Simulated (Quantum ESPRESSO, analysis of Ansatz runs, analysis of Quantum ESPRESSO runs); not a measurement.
# Ga-H pair in Si: local vibrational mode, PBE (Quantum ESPRESSO), part 3 of 3

How near does this set-up come to the measured local vibrational mode? Subject: Ga-H pair in Si. Set-up: PBE, GBRV 1.5 PBE, 64-site cell, PBE lattice, k: the zone centre alone, anharmonic cut along the mode. The model is a cell of 64 host atoms with Ga put on another atom's site and H put in between. The frequencies come from force constants among the defect atom and its neighbours, with the masses of the isotopes named.

Quantum ESPRESSO 7.5; PBE, GBRV 1.5 PBE, 64-site cell, PBE lattice, k: the zone centre alone, anharmonic cut along the mode.

So far. Step 2 (Relaxation, charge 0): Neighbours of the added atoms: H65: Si4 1.50, Ga8 1.75, Si6 3.02 Å.

### Step 5. Point 1 along the mode

A light atom samples the curved part of its well, so the energy is mapped along the mode and the one-dimensional Schrödinger equation solved on it.

This step: Quantum ESPRESSO plane-wave DFT, PBE, GBRV 1.5 PBE potentials; single point of a defect supercell.

The input, pw.in:

```
&CONTROL
  calculation = 'scf'
  prefix = 'pwscf'
  outdir = './tmp'
  pseudo_dir = './pseudo'
  tprnfor = .true.
  disk_io = 'low'
/
&SYSTEM
  ibrav = 0
  nat = 65
  ntyp = 3
  ecutwfc = 45
  ecutrho = 360
  nbnd = 140
  occupations = 'smearing'
  smearing = 'fd'
  degauss = 0.00073499
  nosym = .true.
/
&ELECTRONS
  conv_thr = 6d-08
  electron_maxstep = 100
  mixing_beta = 0.5
/
ATOMIC_SPECIES
Si    28.0850 si_pbe_v1.uspp.F.UPF
Ga    69.7230 ga_pbe_v1.4.uspp.F.UPF
H      1.0080 h_pbe_v1.4.uspp.F.UPF
CELL_PARAMETERS angstrom
  10.9364688678    0.0000000000    0.0000000000
   0.0000000000   10.9364688678    0.0000000000
   0.0000000000    0.0000000000   10.9364688678
ATOMIC_POSITIONS crystal
Si    -0.0021305010   -0.0020546911    0.2494508090
Si    -0.0024738070    0.2494218721   -0.0023674000
[... 1 atom line left out ...]
Si     0.2320133151    0.2323075282    0.2319137244
Si     0.1203376453    0.1204347396    0.3764525938
Si     0.1199947118    0.3764493666    0.1199856842
Si     0.3763528386    0.1202682087    0.1202408218
Ga     0.4028749190    0.4031027156    0.4030940023
[... 14 atom lines left out ...]
Si     0.3755227483    0.6261813744    0.1241215003
[... 3 atom lines left out ...]
Si     0.2448994142    0.5072502642    0.5073960721
[... 9 atom lines left out ...]
Si     0.6260982670    0.1240759533    0.3755925190
Si     0.6260887447    0.3755290995    0.1241864271
[... 3 atom lines left out ...]
Si     0.5070441797    0.2450848028    0.5071753408
[... 6 atom lines left out ...]
Si     0.5072796466    0.5073465899    0.2451848440
[... 15 atom lines left out ...]
H      0.2914866504    0.2929494587    0.2905057572
K_POINTS gamma
```

Run with:

```bash
$ OMP_NUM_THREADS=1 pw.x -in pw.in > pw.out
```

What it wrote:

```text
[banner, memory and clock lines left out]
          URL

     gamma-point specific algorithms are used

     G-vector sticks info

     bravais-lattice index     =            0
     lattice parameter (alat)  =      20.6669  a.u.
     unit-cell volume          =    8827.3016 (a.u.)^3
     number of atoms/cell      =           65
     number of atomic types    =            3
     number of electrons       =       272.00
     number of Kohn-Sham states=          140
     kinetic-energy cutoff     =      45.0000  Ry
     charge density cutoff     =     360.0000  Ry
     scf convergence threshold =      6.0E-08
     mixing beta               =       0.5000
     number of iterations used =            8  plain     mixing
     Exchange-correlation=  SLA  PW   PBX  PBC
                           (   1   4   3   4   0   0   0)

     celldm(1)=  20.666931  celldm(2)=   0.000000  celldm(3)=   0.000000
     celldm(4)=   0.000000  celldm(5)=   0.000000  celldm(6)=   0.000000

     crystal axes: (cart. coord. in units of alat)
               a(1) = (   1.000000   0.000000   0.000000 )
               a(2) = (   0.000000   1.000000   0.000000 )
               a(3) = (   0.000000   0.000000   1.000000 )

     reciprocal axes: (cart. coord. in units 2 pi/alat)
               b(1) = (  1.000000  0.000000  0.000000 )
               b(2) = (  0.000000  1.000000  0.000000 )
               b(3) = (  0.000000  0.000000  1.000000 )

     PseudoPot. # 1 for Si read from file:
     si_pbe_v1.uspp.F.UPF
     Pseudo is Ultrasoft + core correction, Zval =  4.0
     Generated by new atomic code, or converted to UPF format
     Using radial grid of  899 points,  6 beta functions with:
                l(1) =   0
                l(2) =   0
                l(3) =   1
                l(4) =   1
                l(5) =   2
                l(6) =   2
     Q(r) pseudized with  8 coefficients,  rinner =    0.900   0.900   0.900
                                                       0.900   0.900

     PseudoPot. # 2 for Ga read from file:
     ga_pbe_v1.4.uspp.F.UPF
     Pseudo is Ultrasoft + core correction, Zval = 19.0
     Generated by new atomic code, or converted to UPF format
     Using radial grid of  871 points,  6 beta functions with:
                l(1) =   0
                l(2) =   0
                l(3) =   1
                l(4) =   1
                l(5) =   2
                l(6) =   2
     Q(r) pseudized with  8 coefficients,  rinner =    1.250   1.250   1.250
                                                       1.250   1.250

     PseudoPot. # 3 for H  read from file:
     h_pbe_v1.4.uspp.F.UPF
     Pseudo is Ultrasoft, Zval =  1.0
     Generated by new atomic code, or converted to UPF format
     Using radial grid of  615 points,  2 beta functions with:
                l(1) =   0
                l(2) =   0
     Q(r) pseudized with  8 coefficients,  rinner =    0.700

     atomic species   valence    mass     pseudopotential
     Si                4.00    28.08500     Si( 1.00)
     Ga               19.00    69.72300     Ga( 1.00)
     H                 1.00     1.00800     H ( 1.00)

     No symmetry found

   Cartesian axes

     site n.     atom                  positions (alat units)
         1        Si     tau(   1) = (  -0.0021305  -0.0020547   0.2494508  )
         2        Si     tau(   2) = (  -0.0024738   0.2494219  -0.0023674  )
         3        Si     tau(   3) = (   0.2492100  -0.0022336  -0.0021135  )
         4        Si     tau(   4) = (   0.2320133   0.2323075   0.2319137  )
         5        Si     tau(   5) = (   0.1203376   0.1204347   0.3764526  )
         6        Si     tau(   6) = (   0.1199947   0.3764494   0.1199857  )
         7        Si     tau(   7) = (   0.3763528   0.1202682   0.1202408  )
         8        Ga     tau(   8) = (   0.4028749   0.4031027   0.4030940  )
         9        Si     tau(   9) = (  -0.0001535  -0.0000773   0.7494887  )
        10        Si     tau(  10) = (  -0.0004210   0.2508189   0.5001898  )
        11        Si     tau(  11) = (   0.2508465  -0.0003189   0.5001015  )
[...]
60        Si     tau(  60) = (   0.7500821   0.7500733   0.7501405  )
        61        Si     tau(  61) = (   0.6249145   0.6250476   0.8750696  )
        62        Si     tau(  62) = (   0.6249214   0.8750031   0.6251315  )
        63        Si     tau(  63) = (   0.8750556   0.6250517   0.6250150  )
        64        Si     tau(  64) = (   0.8750452   0.8750824   0.8750955  )
        65        H      tau(  65) = (   0.2914867   0.2929495   0.2905058  )

     number of k points=     1  Fermi-Dirac smearing, width (Ry)=  0.0007
                       cart. coord. in units 2pi/alat
        k(    1) = (   0.0000000   0.0000000   0.0000000), wk =   2.0000000

     Dense  grid:   509179 G-vectors     FFT dimensions: ( 125, 125, 125)

     Smooth grid:   180047 G-vectors     FFT dimensions: (  90,  90,  90)

     Initial potential from superposition of free atoms

     starting charge     270.9577, renormalised to     272.0000
     Starting wfcs are  265 randomized atomic wfcs

     Self-consistent Calculation

     iteration #  1     ecut=    45.00 Ry     beta= 0.50
     Davidson diagonalization with overlap
[...]
estimated scf accuracy    <      28.99059260 Ry

     iteration #  3     ecut=    45.00 Ry     beta= 0.50
     Davidson diagonalization with overlap
     ethr =  1.96E-03,  avg # of iterations =  7.0

     total energy              =   -1020.28963466 Ry
     estimated scf accuracy    <       0.87867315 Ry

     iteration #  4     ecut=    45.00 Ry     beta= 0.50
     Davidson diagonalization with overlap
     ethr =  3.23E-04,  avg # of iterations =  3.0

     total energy              =   -1020.36487447 Ry
     estimated scf accuracy    <       0.36380004 Ry

     iteration #  5     ecut=    45.00 Ry     beta= 0.50
     Davidson diagonalization with overlap
     ethr =  1.34E-04,  avg # of iterations =  2.0

     total energy              =   -1020.38014460 Ry
     estimated scf accuracy    <       0.06057068 Ry

     iteration #  6     ecut=    45.00 Ry     beta= 0.50
     Davidson diagonalization with overlap
     ethr =  2.23E-05,  avg # of iterations =  6.0

     total energy              =   -1020.38742573 Ry
     estimated scf accuracy    <       0.01139881 Ry

     iteration #  7     ecut=    45.00 Ry     beta= 0.50
     Davidson diagonalization with overlap
     ethr =  4.19E-06,  avg # of iterations = 20.0

     total energy              =   -1020.38849815 Ry
     estimated scf accuracy    <       0.00230614 Ry

     iteration #  8     ecut=    45.00 Ry     beta= 0.50
     Davidson diagonalization with overlap
     ethr =  8.48E-07,  avg # of iterations =  5.0

     total energy              =   -1020.38912168 Ry
     estimated scf accuracy    <       0.00020863 Ry

     iteration #  9     ecut=    45.00 Ry     beta= 0.50
     Davidson diagonalization with overlap
     c_bands:  2 eigenvalues not converged
     ethr =  7.67E-08,  avg # of iterations = 20.0

     total energy              =   -1020.38915529 Ry
     estimated scf accuracy    <       0.00016597 Ry

     iteration # 10     ecut=    45.00 Ry     beta= 0.50
     Davidson diagonalization with overlap
     ethr =  6.10E-08,  avg # of iterations =  2.0

     total energy              =   -1020.38916440 Ry
     estimated scf accuracy    <       0.00004065 Ry

     iteration # 11     ecut=    45.00 Ry     beta= 0.50
     Davidson diagonalization with overlap
     ethr =  1.49E-08,  avg # of iterations =  2.0

     total energy              =   -1020.38916838 Ry
     estimated scf accuracy    <       0.00000708 Ry

     iteration # 12     ecut=    45.00 Ry     beta= 0.50
     Davidson diagonalization with overlap
     ethr =  2.60E-09,  avg # of iterations =  4.0

     total energy              =   -1020.38917085 Ry
     estimated scf accuracy    <       0.00000102 Ry

     iteration # 13     ecut=    45.00 Ry     beta= 0.50
     Davidson diagonalization with overlap
     ethr =  3.77E-10,  avg # of iterations =  3.0

     total energy              =   -1020.38917110 Ry
     estimated scf accuracy    <       0.00000020 Ry

     iteration # 14     ecut=    45.00 Ry     beta= 0.50
     Davidson diagonalization with overlap
     ethr =  7.52E-11,  avg # of iterations =  7.0

     End of self-consistent calculation

          k = 0.0000 0.0000 0.0000 ( 22513 PWs)   bands (ev):

   -88.1401 -87.9618 -87.9617  -8.4999  -8.4186  -8.4182  -8.3444  -8.3443
    -5.7737  -4.8698  -4.7161  -4.7159  -4.6918  -4.6914  -4.6351  -4.0784
    -3.7781  -3.7777  -3.7709  -3.7709  -3.7574  -3.7572  -3.7568  -3.7528
    -3.7190  -3.7185  -3.6255  -3.5320  -3.4705  -3.4700  -3.3466  -2.1145
    -1.6934  -1.6932  -1.6668  -1.6666  -1.6531  -1.6276  -1.5596  -1.5593
    -1.5454  -1.5451  -1.5449  -1.5180  -1.5179  -1.5111  -1.4683  -1.4681
    -1.1865  -0.8988  -0.7894  -0.7706  -0.7702   0.3226   0.5832   0.6046
     0.6049   0.6155   0.6156   0.6158   0.6277   0.6280   0.7081   0.7085
     0.8787   1.7049   2.2374   2.2376   2.2610   2.2647   2.2791   2.2792
     2.2799   2.3244   2.3247   2.3351   2.3408   2.3415   2.3511   2.3514
     2.3750   2.3752   2.3769   2.3844   2.3955   2.3955   2.4021   2.4730
     2.5362   2.5367   2.5521   2.5522   2.7186   2.7190   2.7528   3.1752
     3.2678   3.2679   3.2817   3.3365   3.3367   4.0021   4.1630   4.1636
     4.2056   4.2069   4.2070   4.2118   4.2215   4.2347   4.2347   4.3325
     4.3330   4.5987   4.7180   4.7181   4.7375   4.7548   4.7597   4.7598
     4.7687   4.7936   4.7937   4.8162   4.8163   4.8373   4.8561   4.8563
     4.9003   4.9008   4.9095   5.2343   5.2346   6.0174   6.1267   6.1268
     6.7108   6.7766   6.8435   6.8439

     the Fermi energy is     6.3862 ev

!    total energy              =   -1020.38917118 Ry
     estimated scf accuracy    <       0.00000003 Ry
     smearing contrib. (-TS)   =      -0.00000000 Ry
     internal energy E=F+TS    =   -1020.38917118 Ry

     The total energy is F=E-TS. E is the sum of the following terms:
     one-electron contribution =    -378.44082693 Ry
     hartree contribution      =     309.40103989 Ry
     xc contribution           =    -320.85109739 Ry
     ewald contribution        =    -630.49828676 Ry

     convergence has been achieved in  14 iterations

     Forces acting on atoms (cartesian axes, Ry/au):

     atom    1 type  1   force =    -0.00093847   -0.00090810    0.00254727
     atom    2 type  1   force =    -0.00085174    0.00263838   -0.00081501
     atom    3 type  1   force =     0.00270784   -0.00073687   -0.00083416
     atom    4 type  1   force =    -0.31383297   -0.31975038   -0.30922830
     atom    5 type  1   force =    -0.00202658   -0.00214209   -0.00286881
     atom    6 type  1   force =    -0.00250227   -0.00314112   -0.00256572
     atom    7 type  1   force =    -0.00310620   -0.00246891   -0.00237653
     atom    8 type  2   force =    -0.00520769   -0.00498192   -0.00530546
     atom    9 type  1   force =     0.00014982    0.00009724    0.00046078
     atom   10 type  1   force =    -0.00006771   -0.00016859   -0.00057807
[...]
atom   61 type  1   force =     0.00019470    0.00014301    0.00055963
     atom   62 type  1   force =     0.00016541    0.00046616    0.00001533
     atom   63 type  1   force =     0.00040982    0.00007772    0.00020601
     atom   64 type  1   force =     0.00020208    0.00015243    0.00008361
     atom   65 type  3   force =     0.33543950    0.34111674    0.33117790

     Total force =     0.797034     Total SCF correction =     0.000236
```

Run time: 5.5 min. Hardware: 1 thread of Arm Neoverse V2, shared host; peak memory 3.5 GiB.

### Step 6. Anharmonic fundamental

Analysis of the runs above: one-dimensional Schroedinger equation on a polynomial through Quantum ESPRESSO plane-wave DFT, PBE, GBRV 1.5 PBE potentials energies along the local mode.

Energy against normal coordinate:

```tsv
normal coordinate (amu½ Å)	energy (eV)
-0.367	2.11
-0.269	0.964
-0.183	0.394
-0.092	0.0875
0.000	0
0.092	0.0722
0.183	0.275
0.269	0.582
0.367	1.10
0.465	1.85
```

### Step 7. What came out

| Property | Result |
| --- | --- |
| distance from the defect atom to its nearest neighbour | 1.500 Å |
| Si-H stretch, 1H | 2295 cm⁻¹ |

Si-H stretch, 1H: computed 2295 cm⁻¹, measured 2171 cm⁻¹; 124 cm⁻¹ (6 %) above the measurement. The anharmonic cut moves the Si-H stretch, 1H from 2254 to 2295 cm⁻¹; a straight cut leaves out the coupling to the other modes. Only the named neighbours move, so modes near the host's band are approximate. Limits: the zone centre alone is a coarse sampling for this cell.

[Logs are printed without paths, hosts, clocks, repeated set-up lines and the standing remarks that a program may print on its own settings, such as how far it seeks lower states.]

[Hosts, paths, dates, database ids (printed as entryN), source tags and the programs' standing remarks are cut or masked in the printed files.]

[For some hosts the program warned that the k-mesh of the response run may be too coarse for force constants and the static dielectric constant; such warnings are not shown here.]
